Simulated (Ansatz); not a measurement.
# Ti2CO2 MXene bilayer (AB) in a perpendicular field

Aim: how the Ti2CO2 MXene bilayer (AB) screens a field along its normal, and what the field does to its bands. A positive field points along +c.

Calculated with Ansatz 0.2.0; plane-wave DFT, r2SCAN-D4, Ansatz PAW.

The raw output is cut from this account; settings, times and results stay.

## 1. The system as given

The cell holds 10 atoms: 4 O, 4 Ti and 2 C. Cell: a = 3.100 Å, b = 3.100 Å, c = 30.186 Å, α = 90.0°, β = 90.0°, γ = 120.0°. Regions: layer 1: Ti2CO2 MXene, 5 atoms (2 O, 2 Ti and 1 C); layer 2: Ti2CO2 MXene, 5 atoms (2 O, 2 Ti and 1 C). Vacuum lies along c.

Structure file:

```cif
data_structure
_symmetry_space_group_name_H-M 'P 1'
_symmetry_Int_Tables_number 1
_cell_length_a 3.1002
_cell_length_b 3.1002
_cell_length_c 30.1861
_cell_angle_alpha 90.000
_cell_angle_beta 90.000
_cell_angle_gamma 120.000
_cell_volume 251.26
loop_
_atom_site_label
_atom_site_type_symbol
_atom_site_fract_x
_atom_site_fract_y
_atom_site_fract_z
_atom_site_occupancy
O1 O 0.33333 0.66667 0.29815 1
Ti2 Ti 0.66667 0.33333 0.33453 1
C3 C 0.00000 0.00000 0.37506 1
Ti4 Ti 0.33333 0.66667 0.41558 1
O5 O 0.66667 0.33333 0.45196 1
O6 O 0.66667 0.33333 0.54804 1
Ti7 Ti 0.00000 0.00000 0.58442 1
C8 C 0.33333 0.66667 0.62494 1
Ti9 Ti 0.66667 0.33333 0.66547 1
O10 O 0.00000 0.00000 0.70185 1
```

## 2. Relaxation

The starting cell is a guess, so the in-plane lattice and the atoms are relaxed first, with the slab cut off from its images along the normal. The program lengthens the vector along the normal by itself, so c and the volume that it reports differ from the typed ones.

Contents of input.yaml:

```yaml
crystal:
  lattice:
    - [3.10024, 0.0, 0.0]
    - [-1.55012, 2.6848865978, 0.0]
    - [0.0, 0.0, 30.186120451]
  atoms:
    - { symbol: O, position: [0.3333333333, 0.6666666667, 0.2981502712] }
    - { symbol: Ti, position: [0.6666666667, 0.3333333333, 0.3345331515] }
    - { symbol: C, position: [0.0, 0.0, 0.3750574749] }
    - { symbol: Ti, position: [0.3333333333, 0.6666666667, 0.4155817983] }
    - { symbol: O, position: [0.6666666667, 0.3333333333, 0.4519646785] }
    - { symbol: O, position: [0.6666666667, 0.3333333333, 0.5480353215] }
    - { symbol: Ti, position: [0.0, 0.0, 0.5844182017] }
    - { symbol: C, position: [0.3333333333, 0.6666666667, 0.6249425251] }
    - { symbol: Ti, position: [0.6666666667, 0.3333333333, 0.6654668485] }
    - { symbol: O, position: [0.0, 0.0, 0.7018497288] }
  periodic: [true, true, false]
kpoints:
  mp_grid: { grid: [12, 12, 1] }
hamiltonian:
  xc: r2scan
  dispersion: d4
scf:
  occupations: { method: fermi_dirac, width: 0.05 }
  convergence: { dr2_threshold: 1.0e-09 }
relax:
  f_tol: 0.004
  max_steps: 90
  cell: {}
output:
  write_potential: true
  write_density: true
  volumetric_format: npy
```

Launch:

```console
> ansatz run input.yaml --threads 4 --pin off --max-ram 6144MiB --backend cpu --events-out ev --progress --plain --runs-dir out
```

Run time: 2.2 min. Hardware: 4 threads of Arm Neoverse V1, shared host; peak memory 1.8 GiB.

Step by step:

| step | energy less that of the first step (eV) | largest force component (eV/Å) | volume (Å³) |
| --- | --- | --- | --- |
| 1 | 0.0000 | 4.0711 | 400.98 |
| 2 | -1.9069 | 0.7531 | 378.82 |
| 3 | -1.9240 | 0.6915 | 385.69 |
| 4 | -2.0265 | 0.0742 | 378.77 |
| 5 | -2.0270 | 0.0109 | 378.72 |
| 6 | -2.0270 | 0.0009 | 378.80 |
| 7* | -2.0234 | 0.0007 | 378.80 |

Relaxation steps marked * repeat the geometry before them on a plane-wave basis chosen anew for their cell, so energy and pressure can jump there.

The run keeps the 12 symmetry operations that the program found, so distortions that break them were not tested.

| cell as run | before | after | change |
| --- | --- | --- | --- |
| a (Å) | 3.100 | 3.013 | -2.8 % |
| b (Å) | 3.100 | 3.013 | -2.8 % |

The atoms that moved most (Å, along periodic axes as changes of fractional coordinates times the final cell, across vacuum about the mean position):

| atom | dx | dy | dz | length |
| --- | --- | --- | --- | --- |
| O10 | 0.000 | 0.000 | -0.157 | 0.157 |
| O1 | 0.000 | 0.000 | 0.157 | 0.157 |
| Ti4 | 0.000 | 0.000 | 0.115 | 0.115 |
| Ti7 | 0.000 | 0.000 | -0.115 | 0.115 |
| O6 | 0.000 | 0.000 | 0.089 | 0.089 |
| O5 | 0.000 | 0.000 | -0.089 | 0.089 |
| Ti2 | 0.000 | 0.000 | -0.046 | 0.046 |
| Ti9 | 0.000 | 0.000 | 0.046 | 0.046 |

This step gave:

```yaml
energy_at_zero_smearing: -12807.9490 eV
```

The lattice constant a goes from 3.100 to 3.013 Å.

## 3. Single point, field 0

A sawtooth potential applies the field, turning back in the middle of the vacuum. With the dipole correction the typed value is the field outside the slab. The induced dipole is small, so the SCF threshold is tight.

The cell differs from the one that the last finished run ended in (c 48.172 → 29.872 Å).

Contents of input.yaml:

```yaml
crystal:
  lattice:
    - [3.0132878788, 0.0, 0.0]
    - [-1.5066439394, 2.6095838519, 0.0]
    - [0.0, 0.0, 29.8720784588]
  atoms:
    - { symbol: O, position: [0.3333333333, 0.6666666667, 0.3012846934] }
    - { symbol: Ti, position: [0.6666666667, 0.3333333333, 0.3312483649] }
    - { symbol: C, position: [0.0, 0.0, 0.3749002607] }
    - { symbol: Ti, position: [0.3333333333, 0.6666666667, 0.4185405893] }
    - { symbol: O, position: [0.6666666667, 0.3333333333, 0.4484668597] }
    - { symbol: O, position: [0.6666666667, 0.3333333333, 0.5515331403] }
    - { symbol: Ti, position: [0.0, 0.0, 0.5814594107] }
    - { symbol: C, position: [0.3333333333, 0.6666666667, 0.6250997393] }
    - { symbol: Ti, position: [0.6666666667, 0.3333333333, 0.6687516351] }
    - { symbol: O, position: [0.0, 0.0, 0.6987153066] }
kpoints:
  mp_grid: { grid: [18, 18, 1] }
  band_path:
    path: [[0, 0, 0], [0.5, 0, 0], [0.33333333, 0.33333333, 0], [0, 0, 0]]
    npoints: 16
hamiltonian:
  xc: r2scan
  dispersion: d4
scf:
  occupations: { method: fermi_dirac, width: 0.05 }
  convergence: { dr2_threshold: 1.0e-10 }
efield:
  axis: 3
  dipole_correction: true
  ramp_position: 0.97
  ramp_width: 0.06
  amplitude: 0
output:
  dos: { projected: true, e_range: [-6, 5] }
  bader: true
  write_potential: true
  write_density: true
  volumetric_format: npy
  elf: true
```

It took 83 s on 4 threads; peak memory 1.4 GiB; 5.5 min of CPU time.

Numbers from this step:

```
energy at zero smearing            : -12807.9512 eV
dipole along the normal            : -4.10e-7 e·Å
gap along the path                 : 0.5186 eV
smallest direct gap along the path : 0.8399 eV
ionisation energy, upper face      : 5.931 eV
electron affinity, upper face      : 5.412 eV
gap, the smaller of path and mesh  : 0.5186 eV
```

Running mean over a fixed 2.5 Å (it still follows the layers) of the planar mean; the ramp of the sawtooth is left out. Electron's electrostatic potential energy less the Fermi level against z:

| z (Å) | electron's electrostatic potential energy less the Fermi level (eV) |
| --- | --- |
| 4 | 5.71 |
| 5 | 5.71 |
| 6 | 5.71 |
| 7 | 5.51 |
| 8 | 1.44 |
| 9 | -5.80 |
| 10 | -10.0 |
| 11 | -9.07 |
| 12 | -9.99 |
| 13 | -7.94 |
| 14 | -1.53 |
| 15 | 3.28 |
| 16 | -2.46 |
| 17 | -8.49 |
| 18 | -9.74 |
| 19 | -9.15 |
| 20 | -9.72 |
| 21 | -4.95 |
| 22 | 2.31 |
| 23 | 5.59 |
| 24 | 5.71 |
| 25 | 5.71 |
| 26 | 5.71 |

The density of states has structure finer than the step of the table below, so its rows give means over 0.2 eV. Peaks (eV: height): -5.78: 12.0, -5.12: 22.5, -4.90: 20.8, -4.65: 28.4, -4.59: 20.2, -2.28: 11.1, 0.70: 15.1.

Table of density of states by energy, zero at the Fermi level of the run, which the smearing sets inside the gap; means over each step:

| energy (eV) | density of states (states/eV a cell) |
| --- | --- |
| -5.8 | 7.50 |
| -5.6 | 6.11 |
| -5.4 | 10.8 |
| -5.2 | 17.6 |
| -5.0 | 16.2 |
| -4.8 | 9.91 |
| -4.6 | 15.2 |
| -4.4 | 3.95 |
| -4.2 | 0.189 |
| -4.0 | 0.792 |
| -3.8 | 3.05 |
| -3.6 | 4.11 |
| -3.4 | 4.52 |
| -3.2 | 4.48 |
| -3.0 | 3.81 |
| -2.8 | 3.79 |
| -2.6 | 4.13 |
| -2.4 | 5.94 |
| -2.2 | 6.64 |
| -2.0 | 5.41 |
| -1.8 | 3.62 |
| -1.6 | 2.60 |
| -1.4 | 2.73 |
| -1.2 | 2.07 |
| -1.0 | 0.743 |
| -0.8 | 0.545 |
| -0.6 | 0.423 |
| -0.4 | 0.273 |
| -0.2 | 0.0258 |
| 0.0 | 0 |
| 0.2 | 0.0117 |
| 0.4 | 2.60 |
| 0.6 | 6.57 |
| 0.8 | 7.50 |
| 1.0 | 3.82 |

Projected DOS per atom over height of the atomic layer and energy from the Fermi level. Layers: O Ti C Ti O O Ti C Ti O from below.

Ten even steps from '_' (0.00 states/eV) to '@' (2.83 states/eV), each cell a mean:
```
__..__..____..__..__
__++__++____++__++__
__::__::____::__::__
____________________
____________________
____________________
____________________
____..________..____
____::________::____
__..--..____..--..__
....++........++....
....--........--....
__..::..____..::..__
....::........::....
....::........::....
____..________..____
____________________
**..__..****..__..**
##::..::####::..::##
@@------@@@@------@@
==::..::====::..::==
++::__::++++::__::++
```
Columns: height of the atomic layer (Å) from 9 to 20.9 (not evenly spaced); rows upwards: energy from the Fermi level (eV) from -5.96 to 1.24.

Electronic bands along the path, in eV, zero at the Fermi level of the run, which the smearing sets inside the gap:

| point | band 37 | band 38 | band 39 | band 40 | band 41 | band 42 | band 43 | band 44 |
| --- | --- | --- | --- | --- | --- | --- | --- | --- |
| Γ | -0.23 | -0.23 | -0.22 | -0.22 | 0.62 | 0.62 | 0.62 | 0.62 |
| halfway | -1.73 | -1.69 | -1.68 | -1.68 | 0.56 | 0.59 | 1.46 | 1.47 |
| M | -2.26 | -2.22 | -1.85 | -1.84 | 0.30 | 0.33 | 1.60 | 1.62 |
| halfway | -2.84 | -2.78 | -2.57 | -2.52 | 0.86 | 0.87 | 1.59 | 1.60 |
| K | -3.35 | -3.25 | -3.25 | -3.11 | 1.14 | 1.14 | 1.58 | 1.58 |
| halfway | -2.43 | -2.41 | -1.91 | -1.87 | 0.75 | 0.76 | 1.66 | 1.69 |
| Γ | -0.23 | -0.23 | -0.22 | -0.22 | 0.62 | 0.62 | 0.62 | 0.62 |

Electrostatic potential energy in the ca plane at fractional y = 0.667, with atoms of O and Ti and C within 0.2 Å of it. With pseudopotentials it is smooth inside the atoms' cores, unlike the true potential.

Ten even steps from '0' (-36 eV) to '9' (8 eV), each cell a mean:
```
56788888889999999876557888655689999999999999
46788888889999999876457888645689999999999999
67888765688999999987667888766789999999999999
88887411268999999988887536888899999999999999
88986200037999999998885001788899999999999999
88986100037999999998885001788899999999999999
88887410258999999988887425888899999999999999
77888755678999999987677888777789999999999999
```
Columns run along c (16.0 Å, from fractional 0.34 to 0.87 of the cell; values clipped at the 3rd and 97th percentile), rows up along a (3.0 Å). Atoms in or near the plane, at fractional coordinates: Ti at (0.42, 0.33), C at (0.63, 0.33).

ELF in the ca plane at fractional y = 0.667, with atoms of O and Ti and C within 0.2 Å of it. It is the smooth field of the valence electrons, not physical close to the nuclei.

Ten even steps from '0' (0.00) to '9' (0.82), each cell a mean:
```
00000000000000001111124788413687410157632112
00000000000000000101224798413787510157732111
00000000000000125652113675211355300035531126
00000000000000369998412442466311100001211379
00000000000001479869721112634610000000002698
00000000000001489858721112624710000000002798
00000000000001369999512331577411000001111379
00000000000000136763113674221245200025521137
```
Columns run along c (16.0 Å, from fractional 0.09 to 0.62 of the cell), rows up along a (3.0 Å). Atoms in or near the plane, at fractional coordinates: O at (0.30, 0.33), Ti at (0.42, 0.33).

Valence density in the ca plane at fractional y = 0.667, with atoms of O and Ti and C within 0.2 Å of it. It is the smooth field of the valence electrons, not physical close to the nuclei.

Values in e/Å³, 5 rows by 16 columns, each cell a mean:
```
0.0 0.0 0.0 0.0 0.0 0.0 0.1 0.5 0.5 0.4 0.4 0.3 0.0 0.3 0.7 0.4
0.0 0.0 0.0 0.0 0.0 0.0 0.4 0.4 0.4 0.4 0.5 0.2 0.0 0.2 0.4 0.4
0.0 0.0 0.0 0.0 0.0 0.2 3.0 0.8 0.2 2.3 3.8 0.1 0.0 0.0 0.1 0.7
0.0 0.0 0.0 0.0 0.0 0.2 4.4 1.1 0.2 3.2 5.3 0.1 0.0 0.0 0.1 0.8
0.0 0.0 0.0 0.0 0.0 0.1 0.8 0.4 0.3 0.7 1.0 0.1 0.0 0.1 0.3 0.5
```
Columns run along c (16.0 Å, from fractional 0.09 to 0.62 of the cell), rows up along a (3.0 Å). Atoms in or near the plane, at fractional coordinates: O at (0.30, 0.33), Ti at (0.42, 0.33).

The gap is 0.52 eV, with the valence edge 5.93 eV and the conduction edge 5.41 eV under the upper vacuum level.

## 4. Single point, field 0.03 V/Å

input.yaml: that of step 3 with these lines changed.

```diff
@@ -32,6 +32,4 @@
   ramp_width: 0.06
-  amplitude: 0
+  amplitude: 0.03
 output:
-  dos: { projected: true, e_range: [-6, 5] }
-  bader: true
   write_potential: true
@@ -39,2 +37 @@
   volumetric_format: npy
-  elf: true
```

Elapsed: 58 s, on 4 threads; peak memory 1.4 GiB.

The dipole is 0.0143 e·Å, and the gap 0.479 eV.

## 5. Atoms held, field -0.03 V/Å

input.yaml: that of step 4 with these lines changed.

```diff
@@ -32,3 +32,3 @@
   ramp_width: 0.06
-  amplitude: 0.03
+  amplitude: -0.03
 output:
```

Elapsed: 58 s, on 4 threads; peak memory 1.4 GiB.

The dipole is -0.0143 e·Å, and the gap 0.479 eV.

## 6. Single point, field 0.15 V/Å

input.yaml: that of step 5 with these lines changed.

```diff
@@ -32,3 +32,3 @@
   ramp_width: 0.06
-  amplitude: -0.03
+  amplitude: 0.15
 output:
```

Wall time 62 s (4 threads); peak memory 1.4 GiB.

The dipole is 0.0730 e·Å, and the gap 0.292 eV.

## 7. Atoms held, field 0.25 V/Å

input.yaml: that of step 6 with these lines changed.

```diff
@@ -32,3 +32,3 @@
   ramp_width: 0.06
-  amplitude: 0.15
+  amplitude: 0.25
 output:
```

Elapsed: 62 s, on 4 threads; peak memory 1.4 GiB.

The dipole is 0.124 e·Å, and the gap 0.188 eV.

## 8. Atoms held, field -0.25 V/Å

input.yaml: that of step 7 with these lines changed.

```diff
@@ -32,4 +32,6 @@
   ramp_width: 0.06
-  amplitude: 0.25
+  amplitude: -0.25
 output:
+  dos: { projected: true, e_range: [-6, 5] }
+  bader: true
   write_potential: true
@@ -37 +39,2 @@
   volumetric_format: npy
+  elf: true
```

Run time: 89 s. Hardware: 4 threads; peak memory 1.4 GiB; 5.8 min of CPU time.

The dipole is -0.124 e·Å, and the gap 0.188 eV.

## 9. Response, atoms held

This step: plane-wave DFT, r2SCAN-D4, Ansatz PAW; response to a field along the normal, atoms held (Ansatz 0.2.0).

The dipoles give the slope, and the difference of two potentials shows where the field is screened.

Numbers from this step:

```
equivalent conductor thickness p/(ε₀AE) : 10.96 Å
distance between the outer atoms        : 11.87 Å
```

Dipole of the cell against applied field:

| applied field (V/Å) | dipole of the cell (e·Å) |
| --- | --- |
| -0.250 | -0.124 |
| -0.030 | -0.0143 |
| 0.000 | -4.1e-7 |
| 0.030 | 0.0143 |
| 0.150 | 0.0730 |
| 0.250 | 0.124 |

Local field over the applied field, running mean. From the potentials at -0.03 and 0.03 V/Å; running mean over 2.5 Å. Local field over applied field against z:

| z (Å) | local field over applied field |
| --- | --- |
| 4.5 | 1.000 |
| 5.0 | 1.000 |
| 5.5 | 0.998 |
| 6.0 | 0.993 |
| 6.5 | 0.976 |
| 7.0 | 0.924 |
| 7.5 | 0.813 |
| 8.0 | 0.660 |
| 8.5 | 0.486 |
| 9.0 | 0.321 |
| 9.5 | 0.184 |
| 10.0 | 0.0997 |
| 10.5 | 0.0574 |
| 11.0 | 0.0481 |
| 11.5 | 0.0458 |
| 12.0 | 0.0560 |
| 12.5 | 0.0967 |
| 13.0 | 0.179 |
| 13.5 | 0.300 |
| 14.0 | 0.430 |
| 14.5 | 0.532 |
| 15.0 | 0.560 |
| 15.5 | 0.512 |
| 16.0 | 0.397 |
| 16.5 | 0.267 |
| 17.0 | 0.153 |
| 17.5 | 0.0834 |
| 18.0 | 0.0504 |
| 18.5 | 0.0464 |
| 19.0 | 0.0485 |
| 19.5 | 0.0650 |
| 20.0 | 0.116 |
| 20.5 | 0.215 |
| 21.0 | 0.361 |
| 21.5 | 0.531 |
| 22.0 | 0.702 |
| 22.5 | 0.847 |
| 23.0 | 0.943 |
| 23.5 | 0.983 |
| 24.0 | 0.995 |
| 24.5 | 0.999 |
| 25.0 | 1.000 |
| 25.5 | 1.000 |

The induced electron density oscillates, so the rows of the table below give means over 1 Å (shorter at the two ends). Its distinct maxima (Å: e/Å³ per V/Å): 8.4: 0.00382, 10.5: 7.1e-4, 12.5: 2.3e-4, 15.8: 0.00321, 17.9: 6.7e-4, 20.0: 2.3e-4. Distinct minima: 9.8: -2.3e-4, 11.9: -6.7e-4, 14.1: -0.00321, 17.4: -2.3e-4, 19.4: -7.1e-4, 21.5: -0.00382.

Electrons, planar mean, per unit field. The induced electron density by z; means over each step:

z (Å), induced electron density (e/Å³ per V/Å) and a bar from the least value:
```
        5    0.00000 ##############
        6    0.00003 ###############
        7    0.00042 #################
        8    0.00268 ##############################
        9    0.00187 #########################
       10    0.00021 ################
       11    0.00022 ################
       12   -0.00034 ############
       13   -0.00080 ##########
       14   -0.00248 
       15    0.00026 ################
       16    0.00238 ############################
       17    0.00062 ##################
       18    0.00036 #################
       19   -0.00031 #############
       20   -0.00025 #############
       21   -0.00221 ##
       22   -0.00233 #
       23   -0.00030 #############
       24   -0.00002 ##############
       25    0.00000 ##############
```

The smaller of the gaps on the path and on the k-mesh, counted as 0 under 0.03 eV. Gap against applied field:

| applied field (V/Å) | gap (eV) |
| --- | --- |
| -0.250 | 0.188 |
| -0.030 | 0.479 |
| 0.000 | 0.519 |
| 0.030 | 0.479 |
| 0.150 | 0.292 |
| 0.250 | 0.188 |

By hand: between -0.03 and 0.03 V/Å the dipole changes by 0.02858 e·Å, a slope of 0.4764 e·Å²/V. A perfect conductor of thickness t has p = ε₀AEt, so t = 180.95 × 0.4764 / 7.863 = 10.96 Å (e/ε₀ = 180.95 V·Å, A in Å²).

The induced dipole is that of a conductor 10.96 Å thick.

## 10. A changed input

This step: plane-wave DFT, r2SCAN-D4, Ansatz PAW (Ansatz 0.2.0).

A run with a changed input: it repeats the earlier run at 0.03 V/Å with kpoints.mp_grid.grid from [18, 18, 1] to [12, 12, 1].

input.yaml: that of step 8 with these lines changed.

```diff
@@ -17,3 +17,3 @@
 kpoints:
-  mp_grid: { grid: [18, 18, 1] }
+  mp_grid: { grid: [12, 12, 1] }
   band_path:
@@ -32,6 +32,4 @@
   ramp_width: 0.06
-  amplitude: -0.25
+  amplitude: 0.03
 output:
-  dos: { projected: true, e_range: [-6, 5] }
-  bader: true
   write_potential: true
@@ -39,2 +37 @@
   volumetric_format: npy
-  elf: true
```

Run time: 36 s. Hardware: 4 threads; peak memory 1.2 GiB.

| quantity | this run | earlier run | difference |
| --- | --- | --- | --- |
| dipole along the normal (e·Å) | 0.01448 | 0.01429 | 1.8e-4 |
| gap along the path (eV) | 0.4818 | 0.4787 | 0.0031 |
| smallest direct gap along the path (eV) | 0.7922 | 0.7888 | 0.0033 |

What moves beyond 0.01 in its unit (for the dipole 0.5 % and 5e-5 e·Å): dipole along the normal (+0.000183 e·Å).

The change shows in the results, which are not taken further.

## 11. Varying the input

An input spoilt on purpose, to show how the run answers: it repeats the earlier run at 0.03 V/Å with efield.amplitude from 0.03 to 5.0, and scf.max_iter set to 60.

input.yaml: that of step 10 with these lines changed.

```diff
@@ -17,3 +17,3 @@
 kpoints:
-  mp_grid: { grid: [12, 12, 1] }
+  mp_grid: { grid: [18, 18, 1] }
   band_path:
@@ -27,2 +27,3 @@
   convergence: { dr2_threshold: 1.0e-10 }
+  max_iter: 60
 efield:
@@ -32,3 +33,3 @@
   ramp_width: 0.06
-  amplitude: 0.03
+  amplitude: 5.0
 output:
```

It took 5 min on 4 threads; peak memory 1.4 GiB.

| quantity | this run | earlier run | difference |
| --- | --- | --- | --- |
| dipole along the normal (e·Å) | 2.787 | 0.01429 | 2.8 |

The applied field differs between the two, so the dipoles differ in any case.

In so strong a field the program warns of density in the ramp of the sawtooth; these numbers are not the system's.

## 12. Results

```
gap without field                          : 0.519 eV
ionisation energy, upper face              : 5.93 eV
electron affinity, upper face              : 5.41 eV
equivalent conductor thickness, atoms held : 11.0 Å
```

What this shows: The induced dipole equals that of a perfect conductor 10.96 Å thick, while the outer atoms lie 11.87 Å apart; an out-of-plane ε follows only once a thickness t is chosen, by 1 − 1/ε = 10.96 Å / t. The gap goes from 0.52 eV to 0.19 eV at -0.25 V/Å. With the field reversed it is 0.19 eV at 0.25 V/Å. Semilocal functionals give gaps that are too small, and excitons are not included. The MXene's terminations sit over the metal atoms of its far layer; the site over carbon or nitrogen, which some compounds prefer, was not run.

[Long decimals in the printed logs are rounded to 6 places.]

[Logs are printed without paths, hosts, clocks, repeated set-up lines and the standing remarks that a program may print on its own settings, such as how far it seeks lower states.]

[Hosts, paths, dates, database ids (printed as entryN), source tags and the programs' standing remarks are cut or masked in the printed files.]

[Maps of the electrostatic potential energy from Ansatz leave out the sawtooth potential of an applied field or a dipole correction, so their vacuum need not be flat; planar profiles and work functions include it.]

[The density of states shown here was stored with 400 of the rows of the run's finer table, so its peaks can read low, often by over a quarter, or be missed, and its means over a window can be off by a tenth or more.]
